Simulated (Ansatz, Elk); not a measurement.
## How far do independent atoms describe TiBeGa?

The structure of TiBeGa used here is made up (a known structure type with other elements) and was relaxed beforehand with PBE. The aim is the Fourier transform of its all-electron density, F(hkl), set beside the sum over free spherical atoms that refinements use.

Calculated with Elk 11.2.3 (patched build); DFT, PBE, all-electron APW+lo, Dirac cores, scalar-relativistic bands, static density, no spin.

This account leaves out most program logs.

The structure was built from a prototype and need not be the compound's stable phase.

### 1. The starting structure

It takes space group P-6m2 (No. 187, hexagonal). Conventional cell: a = 3.959 Å, b = 3.959 Å, c = 2.963 Å, α = 90.00°, β = 90.00°, γ = 120.00°. Nearest to Ga lie 3 Be at 2.29 Å and 6 Ti at 2.72 Å. Nearest to Ti lie 6 Ga at 2.72 Å and 6 Be at 2.72 Å and 2 Ti at 2.96 Å. Be has 3 Ga at 2.29 Å and 6 Ti at 2.72 Å nearest. Farther neighbours are not listed.

### 2. Ground state and structure factors

An all-electron density is needed, since X-rays see the cores too. Task 0 finds the density and task 195 Fourier-transforms it; tshift is off so that phases refer to the origin typed.

File elk.in:

```
tasks
  0
  195

xctype
  20

spinpol
  .false.

rgkmax
  7.0

gmaxvr
  14.0

lmaxo
  7

lmaxapw
  8

swidth
  0.002

tshift
  .false.

ramdisk
  .false.

hmaxvr
  5.5

maxscl
  120

epspot
  1e-06

sppath
  './'

avec
  7.48217323596 0.00000000000 0.00000000000
  -3.74108661798 6.47975209786 -0.00000000000
  0.00000000000 -0.00000000000 5.59888694796

atoms
  3
  'Ga.in'
  1
  0.6666666667 0.3333333333 0.5000000000   0.000000 0.000000 0.000000
  'Ti.in'
  1
  0.0000000000 0.0000000000 -0.0000000000   0.000000 0.000000 0.000000
  'Be.in'
  1
  0.3333333333 0.6666666667 0.5000000000   0.000000 0.000000 0.000000

ngridk
  7 7 8
```

Launch:

```sh
OMP_NUM_THREADS=4 elk
```

Wall time 17 s (4 threads of Arm Neoverse V1, shared host); peak memory 0.16 GiB.

SFACRHO.OUT:

```text

h k l indices transformed by vhmat matrix:
   1.000000000       0.000000000       0.000000000    
   0.000000000       1.000000000       0.000000000    
   0.000000000       0.000000000       1.000000000    

      h      k      l  multipl.   |H|            Re(F)            Im(F)           |F|

      0      0      0      1   0.0000000       57.000000      0.15909879E-16   57.000000    
      0     -1      0      3  0.96966446       3.0266672      -21.044080       21.260621    
      0      1      0      3  0.96966446       3.0266672       21.044080       21.260621    
      0      0      1      2   1.1222204      -11.676869      0.15386695E-13   11.676869    
      0      1     -1      6   1.4831142       28.135891      -19.048795       33.977713    
      0     -1      1      6   1.4831142       28.135891       19.048795       33.977713    
     -2      1      0      6   1.6795081       39.105850     -0.13293819E-07   39.105850    
      2     -2      0      3   1.9393289       1.8043969      -17.218874       17.313159    
      0     -2      0      3   1.9393289       1.8043969       17.218874       17.313159    
     -1      2     -1     12   2.0199322      -9.7797051      0.12308629E-07   9.7797051    
      2      0     -1      6   2.2406194       23.132171      -16.041910       28.150315    
      2     -2     -1      6   2.2406194       23.132171       16.041910       28.150315    
      0      0      2      2   2.2444409       34.040862     -0.24894708E-13   34.040862    
      1     -1     -2      6   2.4449466       1.1525132       15.244339       15.287844    
      0     -1      2      6   2.4449466       1.1525132      -15.244339       15.287844    
     -1      3      0      6   2.5654910       1.0840224       14.816154       14.855757    
     -2      3      0      6   2.5654910       1.0840224      -14.816154       14.855757    
     -3      2     -1     12   2.8002005       19.993024       13.948590       24.377944
```

Elk indexes on the primitive cell of elk.in and gives |H| = 4π sin θ/λ in inverse bohr. Below, one row stands for each form hkl of the conventional cell (m members, Friedel mates merged), F is for one primitive cell and the density is static (no thermal factor). Free-atom factors are Waasmaier and Kirfel's, and R is Σm||F|−|F'||/Σm|F|.

```
hkl   m  sin θ/λ (Å⁻¹)  abs F, DFT  neutral atoms   diff.  abs of complex diff.
100   6          0.146      21.261         21.370  -0.109                 0.110
001   2          0.169      11.677         11.329  +0.348                 0.348
101  12          0.223      33.978         34.272  -0.295                 0.295
110   6          0.253      39.106         39.417  -0.311                 0.311
200   6          0.292      17.313         17.458  -0.145                 0.204
111  12          0.304       9.780          9.955  -0.176                 0.176
201  12          0.337      28.150         28.276  -0.125                 0.133
002   2          0.338      34.041         34.123  -0.082                 0.082
102  12          0.368      15.288         15.374  -0.086                 0.094
210  12          0.386      14.856         14.898  -0.042                 0.075
211  24          0.421      24.378         24.398  -0.020                 0.029
112  12          0.422      29.491         29.531  -0.040                 0.040
300   6          0.438      28.733         28.744  -0.011                 0.012
202  12          0.446      13.380         13.403  -0.023                 0.048
301  12          0.469       8.000          8.057  -0.057                 0.057
220   6          0.505      25.704         25.700  +0.004                 0.004
003   2          0.506       7.463          7.542  -0.078                 0.078
212  24          0.513      11.923         11.927  -0.004                 0.031
```

### 3. The highest occupied states alone

An energy window below the Fermi level keeps the highest occupied states, to see at which angles they scatter; shallow core shells can lie inside it and anion s states outside. No new self-consistency is needed.

elk.in, as its differences from that of step 2:

```diff
@@ -1,3 +1,2 @@
 tasks
-  0
   195
@@ -40,2 +39,5 @@
 
+wsfac
+  -0.160910 0.580080
+
 sppath
```

Launch:

```sh
OMP_NUM_THREADS=4 elk
```

Run time: 4 s. Hardware: 4 threads; peak memory 0.16 GiB.

States within 12 eV below the Fermi level hold 9.00 electrons; any levels below the window count with the cores. Their amplitudes can exceed the total, where window and core parts have opposite phase:

```
hkl  sin θ/λ (Å⁻¹)  abs F, window  abs F, all
100          0.146          0.684      21.261
001          0.169          0.182      11.677
101          0.223          0.709      33.978
110          0.253          0.536      39.106
200          0.292          0.575      17.313
111          0.304          0.557       9.780
201          0.337          0.318      28.150
002          0.338          0.319      34.041
102          0.368          0.306      15.288
210          0.386          0.296      14.856
```

### 4. Another functional

The difference from free atoms is small, so it is set against the change that PBEsol makes.

elk.in, as its differences from that of step 3:

```diff
@@ -1,2 +1,3 @@
 tasks
+  0
   195
@@ -4,3 +5,3 @@
 xctype
-  20
+  22
 
@@ -39,5 +40,2 @@
 
-wsfac
-  -0.160910 0.580080
-
 sppath
```

Launch:

```sh
OMP_NUM_THREADS=4 elk
```

It took 16 s on 4 threads; peak memory 0.16 GiB; 50 s of CPU time.

Against the first run R = 0.03 %; the largest change is -0.020 at 002.

### 5. Basis size

The basis and the expansions that go with it are enlarged, to see whether the differences are converged.

elk.in, as its differences from that of step 4:

```diff
@@ -5,3 +5,3 @@
 xctype
-  22
+  20
 
@@ -11,12 +11,12 @@
 rgkmax
-  7.0
+  8.5
 
 gmaxvr
-  14.0
+  18.0
 
 lmaxo
-  7
+  9
 
 lmaxapw
-  8
+  10
```

Launch:

```sh
OMP_NUM_THREADS=4 elk
```

Run time: 42 s. Hardware: 4 threads; peak memory 0.18 GiB.

Against the first run R = 0.00 %; the largest change is -0.002 at 220.

### 6. A coarser k-mesh

About half the k-points along each axis test the sampling.

elk.in, as its differences from that of step 5:

```diff
@@ -11,12 +11,12 @@
 rgkmax
-  8.5
+  7.0
 
 gmaxvr
-  18.0
+  14.0
 
 lmaxo
-  9
+  7
 
 lmaxapw
-  10
+  8
 
@@ -61,2 +61,2 @@
 ngridk
-  7 7 8
+  4 4 4
```

Launch:

```sh
OMP_NUM_THREADS=4 elk
```

Run time: 9.2 s. Hardware: 4 threads; peak memory 0.16 GiB.

Against the first run R = 0.02 %; the largest change is -0.026 at 002.

### 7. Settings against the effect

```
                              run  R against the first run (%)  R against neutral atoms, low angle (%)  wall time
                    PBE, rgkmax 7                         0.00                                    0.85       17 s
                           PBEsol                         0.03                                    0.87       16 s
rgkmax 8.5 with larger expansions                         0.00                                    0.85       42 s
                     k-mesh 4×4×4                         0.02                                    0.84      9.2 s
```

### 8. What came out

```
R against neutral atoms, sin θ/λ < 0.3 Å⁻¹ : 0.85 %
R against neutral atoms, 0.3 to 0.81 Å⁻¹   : 0.19 %
```

What this shows: Independent neutral atoms miss the calculated amplitudes by R = 0.85 % below 0.3 Å⁻¹ and 0.19 % from there to 0.81 Å⁻¹; by shells, 0.51 % below 0.15 Å⁻¹ (1 form), 0.91 % 0.15 to 0.3 (4 forms), 0.31 % 0.3 to 0.45 (9 forms), 0.16 % above 0.45 (42 forms). Bonding, aspherical density and the tables' own atoms all enter these figures, and the runs don't part them. The largest change of an amplitude is +0.35 electrons, at 001. R counts amplitudes alone; phases shift too. The window's part falls from 9.0 electrons at the origin to at most 0.17 between 0.45 and 0.81 Å⁻¹. Below 0.3 Å⁻¹ the changes that finished (PBEsol, rgkmax 8.5 with larger expansions and k-mesh 4×4×4) move F by R = 0.03 % at most, against the 0.85 % that separates it from free atoms. These runs have no spin, though d or f shells may be open. Part of the difference isn't bonding: the tables are fits to free atoms and ions calculated by other methods than this functional. Thermal motion, anomalous dispersion and extinction are left out.

[Logs are printed without paths, hosts, clocks, repeated set-up lines and the standing remarks that a program may print on its own settings, such as how far it seeks lower states.]

[Hosts, paths, dates, database ids (printed as entryN), source tags and the programs' standing remarks are cut or masked in the printed files.]
